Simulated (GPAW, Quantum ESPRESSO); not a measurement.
# F K ELNES/XANES of KCoF3 (Pm-3m) from DFT, part 2 of 2

Aim: the near-edge shape at the F K edge of KCoF3 (Pm-3m), and what the core hole does to it.

GPAW 26.7.0; X-ray absorption from dipole matrix elements to empty bands, plane-wave PAW LDA+U.

So far. Step 2 (The field without a hole): The mesh shows a gap of 4.07 eV, so the hole is first treated in a charged cell, without the excited electron. Step 3 (Spectrum without a core hole, F atom 5): Main maxima below 24 eV (height): 1.9 eV (0.74), 4.6 eV (1.49), 6.3 eV (2.46), 10.1 eV (1.66) and 17.6 eV (1.06). A K edge sees empty p states; the first features are F p mixed into the empty d states of the Co neighbours, and the broad ones above probably into the cations' higher empty bands.

**5. Spectrum with FCH, F atom 5**

The holes are 5.8 Å apart. In GPAW the data set carries the hole's charge, so charge=0 means a charged cell and charge=-1 a neutral one. The excited electron is left out and a uniform background balances the charge. After the field has converged, empty bands are computed with the density fixed and the dipole matrix elements are summed.

File xas.py:

```python
import numpy as np
from ase import Atoms
from ase.parallel import parprint, paropen
from gpaw import GPAW, PW, FermiDirac, Mixer, MixerDif, setup_paths
from gpaw.test import gen
setup_paths.insert(0, '.')
gen('F', name='fch1s', xcname='LDA', corehole=(1, 0, 1), write_xml=True)
from gpaw.mpi import world
world.barrier()

atoms = Atoms('Co2K2F6',
    cell=[[4.071, 4.071, 0],
     [0, 4.071, 4.071],
     [4.071, 0, 4.071]],
    scaled_positions=[[0.25, 0.25, 0.25],
     [0.75, 0.75, 0.75],
     [0, 0, 0],
     [0.5, 0.5, 0.5],
     [0.5, 0, 0],
     [0, 0.5, 0.5],
     [0, 0, 0.5],
     [0.5, 0.5, 0],
     [0, 0.5, 0],
     [0.5, 0, 0.5]],
    magmoms=[3.0, -3.0, 0.0, 0.0, 0.0, 0.0, 0.0, 0.0, 0.0, 0.0],
    pbc=True)
atoms.calc = calc = GPAW(legacy_gpaw=True, mode=PW(500), xc='LDA', setups={'Co': ':d,5', 4: 'fch1s'},
    kpts={'size': (4, 4, 4), 'gamma': True}, occupations=FermiDirac(0.02),
    charge=0, mixer=MixerDif(0.05, 8, 50), maxiter=150,
    convergence={'density': 0.0001}, txt='scf.txt')
energy = atoms.get_potential_energy() + calc.get_reference_energy()
ef = calc.get_fermi_level()
out = dict(energy=energy, fermi=ef, forces=atoms.get_forces().tolist(), magmoms=atoms.get_magnetic_moments().tolist())
parprint(f'all-electron energy {energy:.4f} eV, Fermi level {ef:.4f} eV')
ev = np.array([[calc.get_eigenvalues(k, s) for k in range(len(calc.get_ibz_k_points()))] for s in range(calc.get_number_of_spins())])
out['homo'], out['lumo'], out['counts'] = ev[ev < ef].max(), ev[ev > ef].min(), sorted(set((ev < ef).sum((0, 2)).tolist()))
out['filled'] = (ev[:, 0] < ef).sum(1).tolist()

from ase.units import Ha
from gpaw.xas import dipole_matrix_elements
nb = int(calc.get_number_of_electrons() / 2) + 93
top, nb = nb, nb + 8 + nb // 12
nscf = calc.fixed_density(kpts={'size': (5, 5, 5), 'gamma': True}, nbands=nb,
    convergence={'bands': top, 'eigenstates': 1e-5}, maxiter=60, txt='nscf.txt')
cell = atoms.cell.array
ops = [cell.T @ U.T @ np.linalg.inv(cell.T) for U in nscf.wfs.kd.symmetry.op_scc]
filled = [39, 39]  # bands filled in the ground state, by spin
E = np.arange(-6, 34, 0.1)
fwhm = np.interp(E, [4, 25], [0.9, 3.5])
Y, X, zero, highest = 0, 0, 1e9, 1e9
for spin in range(nscf.get_number_of_spins()):
    wfs = nscf.wfs
    A = dipole_matrix_elements(wfs.setups[4])
    eps = np.zeros((wfs.kd.nibzkpts, nb))
    d = np.zeros((3, A.shape[1], wfs.kd.nibzkpts, nb), complex)
    for kpt in wfs.kpt_u:
        if kpt.s == spin and 4 in kpt.P_ani:
            eps[kpt.k] = kpt.eps_n * Ha
            d[:, :, kpt.k] = (kpt.weight * wfs.nspins / 2) ** 0.5 * np.inner(A, kpt.P_ani[4])
    world.sum(eps)
    world.sum(d)
    T = np.einsum('amkn,bmkn->abkn', d, d.conj()).real
    T = sum(np.einsum('ai,ijkn,bj->abkn', R, T, R) for R in ops) / len(ops)
    empty = np.ones_like(eps, bool) & (np.arange(nb) >= filled[spin])
    zero, highest = min(zero, eps[empty].min()), min(highest, eps[:, top - 1].min())
    lines = [(eps, T, empty)] if spin == 0 else lines + [(eps, T, empty)]
for eps, T, empty in lines:
    f = np.einsum('aakn->akn', T).reshape(3, -1)
    x = eps.ravel() - zero
    w = np.interp(x, E, fwhm) / 2.35482
    g = np.exp(-0.5 * ((E[:, None] - x) / w) ** 2) / (w * (2 * np.pi) ** 0.5)
    Y = Y + (f * empty.ravel()) @ g.T
    X = X + (f * ~empty.ravel()) @ g.T
out.update(E=E.round(2).tolist(), xas=Y.tolist(), xes=X.tolist(), zero=zero, valid=highest - zero, nk=len(eps), nb=nb)
for i in range(0, len(E), 10):
    parprint(f'{E[i]:7.2f}', *(f'{v:10.3e}' for v in Y[:, i]))
import json
with paropen('out.json', 'w') as f:
    json.dump(out, f)
```

Run with:

```
$ OMP_NUM_THREADS=1 mpirun -n 4 gpaw python xas.py
```

Numbers of over 12 decimals in the logs are rounded to 6 here.

Log:

```text
Input parameters:
  convergence: {density: 0.0001}
  kpts: {gamma: True,
         size: (4, 4, 4)}
  maxiter: 150
  mixer: {backend: pulay,
          beta: 0.05,
          method: difference,
          nmaxold: 8,
          weight: 50}
  mode: {ecut: 500.0,
         name: pw}
  occupations: {fixmagmom: False,
                name: fermi-dirac,
                width: 0.02}
  setups: {4: fch1s,
           Co: :d,5}

Initialize ...

[... PAW data sets ...]

Reference energy: -123848.305239  # eV

Spin-polarized calculation.
Initial magnetic moment: 0.000000

[... convergence settings ...]
Symmetries present (total): 4
  [... symmetry matrices ...]

64 k-points: 4 x 4 x 4 Monkhorst-Pack grid + [1/8,1/8,1/8]
18 k-points in the irreducible part of the Brillouin zone
       k-points in crystal coordinates                weights
   0:     0.00000000    0.00000000    0.00000000          1/64
   1:     0.00000000    0.25000000   -0.25000000          2/64
   2:     0.00000000    0.25000000    0.00000000          4/64
   3:     0.00000000    0.25000000    0.25000000          2/64
   4:     0.00000000    0.50000000    0.00000000          2/64
   5:     0.00000000    0.50000000    0.25000000          4/64
   6:     0.00000000    0.50000000    0.50000000          1/64
   7:     0.25000000    0.25000000    0.00000000          4/64
   8:     0.25000000    0.25000000    0.25000000          4/64
   9:     0.25000000    0.50000000   -0.25000000          4/64
          ...
  17:     0.50000000    0.50000000    0.50000000          2/64

Wave functions: Plane wave expansion
  Cutoff energy: 500.000 eV
  Number of coefficients (min, max): 3378, 3479
  Pulay-stress correction: 0.000000 eV/Ang^3 (de/decut=0.000000)
  Using FFTW library
  Wavefunction extrapolation:
    Improved wavefunction reuse through dual PAW basis

Occupation numbers: Fermi-Dirac:
  width: 0.0200  # eV

Eigensolver
   Davidson(niter=2)

Densities:
  Coarse grid: 30*30*30 grid
  Fine grid: 60*60*60 grid
  Total Charge: 1.000000

Density mixing:
  Method: difference
  Backend: pulay
  Linear mixing parameter: 0.05
  old densities: 8
  Width of damping distribution: 1.1
  Damping of long wavelength oscillations: 50

[... Hamiltonian set-up ...]
Number of atoms: 10
Number of atomic orbitals: 52
Number of bands in calculation: 51
Number of valence electrons: 78
Bands to converge: occupied

... initialized

Initializing position-dependent things.

Density initialized from atomic densities
Creating initial wave functions:
  51 bands from LCAO basis set

                          Co

                    K
             F

               F
        F    Co   F
            F
             F
       K

Atomic positions and initial magnetic moments

Positions:
   0 Co     2.035500    2.035500    2.035500    ( 0.0000,  0.0000,  3.0000)
   1 Co     6.106500    6.106500    6.106500    ( 0.0000,  0.0000, -3.0000)
   2 K      0.000000    0.000000    0.000000    ( 0.0000,  0.0000,  0.0000)
   3 K      4.071000    4.071000    4.071000    ( 0.0000,  0.0000,  0.0000)
   4 F      2.035500    2.035500    0.000000    ( 0.0000,  0.0000,  0.0000)
   5 F      2.035500    2.035500    4.071000    ( 0.0000,  0.0000,  0.0000)
   6 F      2.035500    0.000000    2.035500    ( 0.0000,  0.0000,  0.0000)
   7 F      2.035500    4.071000    2.035500    ( 0.0000,  0.0000,  0.0000)
   8 F      0.000000    2.035500    2.035500    ( 0.0000,  0.0000,  0.0000)
   9 F      4.071000    2.035500    2.035500    ( 0.0000,  0.0000,  0.0000)

Unit cell:
           periodic     x           y           z      points  spacing
  1. axis:    yes    4.071000    4.071000    0.000000    30     0.1567
  2. axis:    yes    0.000000    4.071000    4.071000    30     0.1567
  3. axis:    yes    4.071000    0.000000    4.071000    30     0.1567

  Lengths:   5.757263   5.757263   5.757263
  Angles:   60.000000  60.000000  60.000000

[...]
iter:  18   -84.435628c  -5.26  -3.99    -0.0000
iter:  19   -84.435628c  -6.03  -4.27c   -0.0000
iter:  20   -84.435622c  -6.22  -4.31c   -0.0000
iter:  21   -84.435621c  -6.13  -4.46c   -0.0000
iter:  22   -84.435620c  -6.94  -4.52c   -0.0000
iter:  23   -84.435620c  -6.94  -4.65c   +0.0000
iter:  24   -84.435620c  -7.54c -5.05c   -0.0000

Converged after 24 iterations.

Dipole moment: (-0.002486, -0.002486, -0.004131) |e|*Ang

Total magnetic moment: (0.000000, 0.000000, -0.000000)
Local magnetic moments:
   0 Co ( 0.000000,  0.000000,  2.712834)
   1 Co ( 0.000000,  0.000000, -2.706770)
   2 K  ( 0.000000,  0.000000,  0.000346)
   3 K  ( 0.000000,  0.000000,  0.000347)
   4 F  ( 0.000000,  0.000000, -0.100649)
   5 F  ( 0.000000,  0.000000,  0.000290)
   6 F  ( 0.000000,  0.000000,  0.001124)
   7 F  ( 0.000000,  0.000000,  0.001124)
   8 F  ( 0.000000,  0.000000,  0.001124)
   9 F  ( 0.000000,  0.000000,  0.001124)

Energy contributions relative to reference atoms: (reference = -123848.305239)

Kinetic:        +74.492110
Potential:      -83.179938
External:        +0.000000
XC:             -75.751017
Entropy (-ST):   -0.000000
Local:           +0.003225
SIC:             +0.000000
--------------------------
Free energy:    -84.435620
Extrapolated:   -84.435620

Spin contamination: 3.430579 electrons
Showing only first 2 kpts
                      Up                     Down
 Kpt  Band  Eigenvalues  Occupancy  Eigenvalues  Occupancy
  0    37      1.85271    1.00000      1.84915    1.00000
  0    38      1.85271    1.00000      1.84915    1.00000
  0    39      6.04592    0.00000      5.94813    0.00000
  0    40      6.16620    0.00000      6.16188    0.00000

  1    37      1.80149    1.00000      1.79371    1.00000
  1    38      1.85198    1.00000      1.84630    1.00000
  1    39      6.19113    0.00000      6.18655    0.00000
  1    40      6.95827    0.00000      6.95379    0.00000

Fermi level: 2.94042

Gap: 4.051 eV
Transition (v -> c):
  (s=0, k=6, n=38, [0.00, 0.50, 0.50]) -> (s=1, k=0, n=39, [0.00, 0.00, 0.00])
Direct/indirect transitions are different
Direct gap: 4.095 eV
Transition at: (s=0->1, k=0, n=38, [0.00, 0.00, 0.00])

Forces in eV/Ang:
  0 Co   -0.00000    0.00000    2.84519
  1 Co    0.00000    0.00000   -2.78541
  2 K    -0.00000   -0.00000   -0.00059
  3 K     0.00000    0.00000   -0.00059
  4 F     0.00000    0.00000   -0.04991
  5 F    -0.00000    0.00000   -0.00781
  6 F     0.00000   -0.00655   -0.00025
  7 F    -0.00000    0.00655   -0.00025
  8 F    -0.00655    0.00000   -0.00025
  9 F     0.00655   -0.00000   -0.00025
Scalar-relativistic atomic LDA calculation for F (Fluorine, Z=9)
Core hole in 1s state (1s occupation: 1.0)
300 radial gridpoints.
|------------------------------------------------|
|------------------------------------------------|
[... the atom generator's iteration count ...]

Energy contributions:
-------------------------
Kinetic:      +73.074518
XC:            -7.529720
Potential:   -138.883139
-------------------------
Total:        -73.338341

state      eigenvalue         ekin         rmax
-----------------------------------------------
1s^1.0 :   -27.508849    38.870947        0.112
2s^2.0 :    -1.877741     5.094802        0.712
2p^5.0 :    -1.212468     4.802793        0.605
-----------------------------------------------
(units: Bohr and Hartree)

Generating PAW setup
Kinetic energy of the core from tauc = 38.910803
Cutoffs:
rc(s)=1.200
rc(p)=1.200
rc(d)=1.200
rc(vbar)=1.080
rc(comp)=1.200
rc(nct)=1.200

Kinetic energy of the core states: 38.870947
Charge: 1.0
Core electrons: 1.0
Valence electrons: 7.0
Pseudo-core charge: 0.000102
Shape function alpha=6.944
Pseudo-electron charge 5.398325
state    eigenvalue         norm
--------------------------------
2s(2) :    -1.877741     1.039630
*s    :    -0.877741
2p(5) :    -1.212468     0.663793
*p    :    -0.212468
*d    :     0.000000
--------------------------------

Diagonalizing with gridspacing h=0.050

state   all-electron     PAW
-------------------------------
2s:      -1.877741    -1.879888
2p:      -1.212468    -1.215269
*d:                   -0.058611
*f:                   -0.013370
-------------------------------
all-electron energy -123932.7409 eV, Fermi level 2.9404 eV
  -6.00  2.013e-65  2.013e-65  1.438e-62
  -5.00  2.351e-48  2.351e-48  3.272e-46
  -4.00  2.945e-34  2.945e-34  8.038e-33
  -3.00  3.981e-23  3.981e-23  2.212e-22
  -2.00  5.966e-15  5.966e-15  8.463e-15
  -1.00  1.157e-09  1.157e-09  1.556e-09
  -0.00  5.476e-07  5.476e-07  2.426e-06
[...]
31.00  7.085e-05  7.085e-05  1.118e-04
  32.00  6.977e-05  6.977e-05  1.081e-04
  33.00  6.304e-05  6.304e-05  8.454e-05
```

Run time: 6 min. Hardware: 4 MPI ranks of Arm Neoverse V1, shared host; peak memory 0.53 GiB.

The F K spectrum, F atom 5, full core hole (charged cell) (energy from the lowest empty level; intensity scaled to a mean of 1 over the first 20 eV):

```tsv
E (eV)	intensity
-2.0	0.00
-1.5	0.00
-1.0	0.00
-0.5	0.00
0.0	0.02
0.5	0.10
1.0	0.36
1.5	0.88
2.0	0.79
2.5	0.68
3.0	0.93
3.5	1.34
4.0	1.72
4.5	2.24
5.0	2.28
5.5	2.01
6.0	1.89
6.5	1.74
7.0	1.58
7.5	1.36
8.0	1.15
8.5	1.07
9.0	1.06
9.5	1.04
10.0	1.06
10.5	1.03
11.0	0.87
11.5	0.65
12.0	0.46
12.5	0.35
13.0	0.30
13.5	0.30
14.0	0.35
14.5	0.45
15.0	0.59
15.5	0.72
16.0	0.87
16.5	1.02
17.0	1.15
17.5	1.21
18.0	1.18
18.5	1.07
19.0	0.91
19.5	0.75
20.0	0.63
20.5	0.56
21.0	0.53
21.5	0.56
22.0	0.62
22.5	0.69
23.0	0.77
23.5	0.85
24.0	0.92
24.5	0.98
25.0	1.04
25.5	1.11
26.0	1.18
26.5	1.24
27.0	1.28
27.5	1.29
28.0	1.28
28.5	1.26
29.0	1.24
29.5	1.24
30.0	1.26
30.5	1.29
31.0	1.32
31.5	1.33
32.0	1.29
```

Main maxima below 24 eV (height): 1.7 eV (0.93), 4.8 eV (2.36) and 17.6 eV (1.21). 

The hole costs E(hole) − E(ground) = 673.69 eV, and the lowest empty level of the hole cell on the spectrum's mesh lies at 5.95 eV, which puts the zero at 679.64 eV.

**6. Excitation energy, F atom 5**

With the excited electron kept in the cell the system stays neutral, and the energy difference is an excitation energy by itself. In a small cell that electron takes up a good share of the lowest empty band, or all of one, which shifts the value from the true onset.

Changed against the first core-hole run: core hole to XCH, with the smearing that suits a partly filled band.

File scf.py:

```python
import numpy as np
from ase import Atoms
from ase.parallel import parprint, paropen
from gpaw import GPAW, PW, FermiDirac, Mixer, MixerDif, setup_paths
from gpaw.test import gen
setup_paths.insert(0, '.')
gen('F', name='fch1s', xcname='LDA', corehole=(1, 0, 1), write_xml=True)
from gpaw.mpi import world
world.barrier()

atoms = Atoms('Co2K2F6',
    cell=[[4.071, 4.071, 0],
     [0, 4.071, 4.071],
     [4.071, 0, 4.071]],
    scaled_positions=[[0.25, 0.25, 0.25],
     [0.75, 0.75, 0.75],
     [0, 0, 0],
     [0.5, 0.5, 0.5],
     [0.5, 0, 0],
     [0, 0.5, 0.5],
     [0, 0, 0.5],
     [0.5, 0.5, 0],
     [0, 0.5, 0],
     [0.5, 0, 0.5]],
    magmoms=[3.0, -3.0, 0.0, 0.0, 0.0, 0.0, 0.0, 0.0, 0.0, 0.0],
    pbc=True)
atoms.calc = calc = GPAW(legacy_gpaw=True, mode=PW(500), xc='LDA', setups={'Co': ':d,5', 4: 'fch1s'},
    kpts={'size': (4, 4, 4), 'gamma': True}, occupations=FermiDirac(0.04),
    charge=-1, mixer=MixerDif(0.05, 8, 50), maxiter=150,
    convergence={'density': 0.0001}, txt='scf.txt')
energy = atoms.get_potential_energy() + calc.get_reference_energy()
ef = calc.get_fermi_level()
out = dict(energy=energy, fermi=ef, forces=atoms.get_forces().tolist(), magmoms=atoms.get_magnetic_moments().tolist())
parprint(f'all-electron energy {energy:.4f} eV, Fermi level {ef:.4f} eV')
ev = np.array([[calc.get_eigenvalues(k, s) for k in range(len(calc.get_ibz_k_points()))] for s in range(calc.get_number_of_spins())])
out['homo'], out['lumo'], out['counts'] = ev[ev < ef].max(), ev[ev > ef].min(), sorted(set((ev < ef).sum((0, 2)).tolist()))
out['filled'] = (ev[:, 0] < ef).sum(1).tolist()
import json
with paropen('out.json', 'w') as f:
    json.dump(out, f)
```

Run with:

```
$ OMP_NUM_THREADS=1 mpirun -n 4 gpaw python scf.py
```

Log:

```text
Input parameters:
  charge: -1
  convergence: {density: 0.0001}
  kpts: {gamma: True,
         size: (4, 4, 4)}
  maxiter: 150
  mixer: {backend: pulay,
          beta: 0.05,
          method: difference,
          nmaxold: 8,
          weight: 50}
  mode: {ecut: 500.0,
         name: pw}
  occupations: {fixmagmom: False,
                name: fermi-dirac,
                width: 0.04}
  setups: {4: fch1s,
[...]
2s(2) :    -1.877741     1.039630
*s    :    -0.877741
2p(5) :    -1.212468     0.663793
*p    :    -0.212468
*d    :     0.000000
--------------------------------

Diagonalizing with gridspacing h=0.050

state   all-electron     PAW
-------------------------------
2s:      -1.877741    -1.879888
2p:      -1.212468    -1.215269
*d:                   -0.058611
*f:                   -0.013370
-------------------------------
all-electron energy -123926.5947 eV, Fermi level 6.0332 eV
[key lines of the parts left out:]
Converged after 73 iterations.
Dipole moment: (0.609612, 0.609612, 0.621102) |e|*Ang
Free energy:    -78.291481
Fermi level: 6.03324
```

Elapsed: 3.7 min, on 4 MPI ranks; peak memory 0.31 GiB; 15 min of CPU time.

The total-energy difference is 679.84 eV.

**7. With and without the hole**

Both curves are counted from their own zero, so only the shift of weight within the empty states shows.

```tsv
E (eV)	no hole	FCH
-2.0	0.00	0.00
-1.0	0.00	0.00
0.0	0.02	0.02
1.0	0.17	0.36
2.0	0.74	0.79
3.0	0.70	0.93
4.0	1.35	1.72
5.0	1.43	2.28
6.0	2.26	1.89
7.0	1.88	1.58
8.0	1.32	1.15
9.0	1.32	1.06
10.0	1.65	1.06
11.0	1.27	0.87
12.0	0.71	0.46
13.0	0.41	0.30
14.0	0.37	0.35
15.0	0.51	0.59
16.0	0.74	0.87
17.0	1.00	1.15
18.0	1.03	1.18
19.0	0.80	0.91
20.0	0.58	0.63
21.0	0.49	0.53
22.0	0.53	0.62
23.0	0.61	0.77
24.0	0.68	0.92
25.0	0.72	1.04
26.0	0.76	1.18
27.0	0.83	1.28
28.0	0.89	1.28
29.0	0.94	1.24
30.0	1.04	1.26
31.0	1.17	1.32
```

With each curve scaled to its own mean, the area from −2 to 6 eV with the hole is 7.2 against 5.4, and the centre of weight from −1 to 20 eV moves by -0.3 eV: the hole pulls the absorber's empty states down.

**8. Runs not followed above**

These runs aren't followed: redraws of a spectrum that repeat one shown, runs with a planted fault or a state judged unsound, or a program's part that gave no sound spectrum.

| program | step | status | elapsed |
| --- | --- | --- | --- |
| Quantum ESPRESSO | ground state | crashed | 3 min |

**9. Results**

```
absorber and edge                                    : F K, atom 5 of the ground-state input (counted from 1)
surroundings                                         : 2 Co at 2.04 Å (linear, site symmetry 4/mmm)
highest intensity below 16 eV                        : 4.8 eV above the zero, height 2.36
photon energy of the zero (spin-polarised hole, raw) : 679.6 eV (LDA puts this hole about 5 eV below PBE, itself good to a few eV)
```

**Reading.** The F K edge of atom 5, with 2 Co at 2.04 Å (linear, site symmetry 4/mmm), has its highest intensity of the first 16 eV at 4.8 eV above the zero, near 684 eV in photon energy (LDA puts this hole about 5 eV below PBE, itself good to a few eV), 2.4 times the mean level of the first 20 eV (Gaussian full width 0.9 eV up to 4 eV, rising linearly to 3.5 eV at 25 eV). With each curve scaled to its own mean, the area from −2 to 6 eV with the hole is 7.2 against 5.4, and the centre of weight from −1 to 20 eV moves by -0.3 eV: the hole pulls the absorber's empty states down. The neutral-cell energy lies +0.2 eV from the charged-cell zero, a gap made of the charged-cell error and of where the added electron settles. The same cell was also set up in Quantum ESPRESSO; that part failed, was judged unsound or used a data set known to give false states; its runs are listed without their results. The hole lies in one spin channel, while the script sums the empty states of both and takes the lower zero; where the two channels are split, this blurs and shifts the curve. The spins start antiferromagnetically in a simple order, which needn't be the measured one; gap and edge can depend on it. The holes are only 5.8 Å apart, so the shape is probably not converged with cell size; no larger cell was run here. The mesh is coarse (0.27 Å⁻¹ between points), so small maxima may be mesh ripples. Lifetime broadening is put in by hand, and intensities beyond about 20 eV depend on it and on the partial waves; weight that the partial waves miss at high energy is lost. The structure is a published determination, not relaxed.

[Banner, clock and machine lines of the logs are left out without a mark of their own.]

[Logs are printed without paths, hosts, clocks, repeated set-up lines and the standing remarks that a program may print on its own settings, such as how far it seeks lower states.]

[Hosts, paths, dates, database ids (printed as entryN), source tags and the programs' standing remarks are cut or masked in the printed files.]

[Lists of maxima count a maximum above −3 eV only where it reaches 4 % of the highest in the window and stands out from its surroundings by 2 % of it (1.5 % where it reaches 55 %); shoulders and weaker maxima are passed over, and of the rest the first, up to two pre-edge ones and the few strongest are named.]
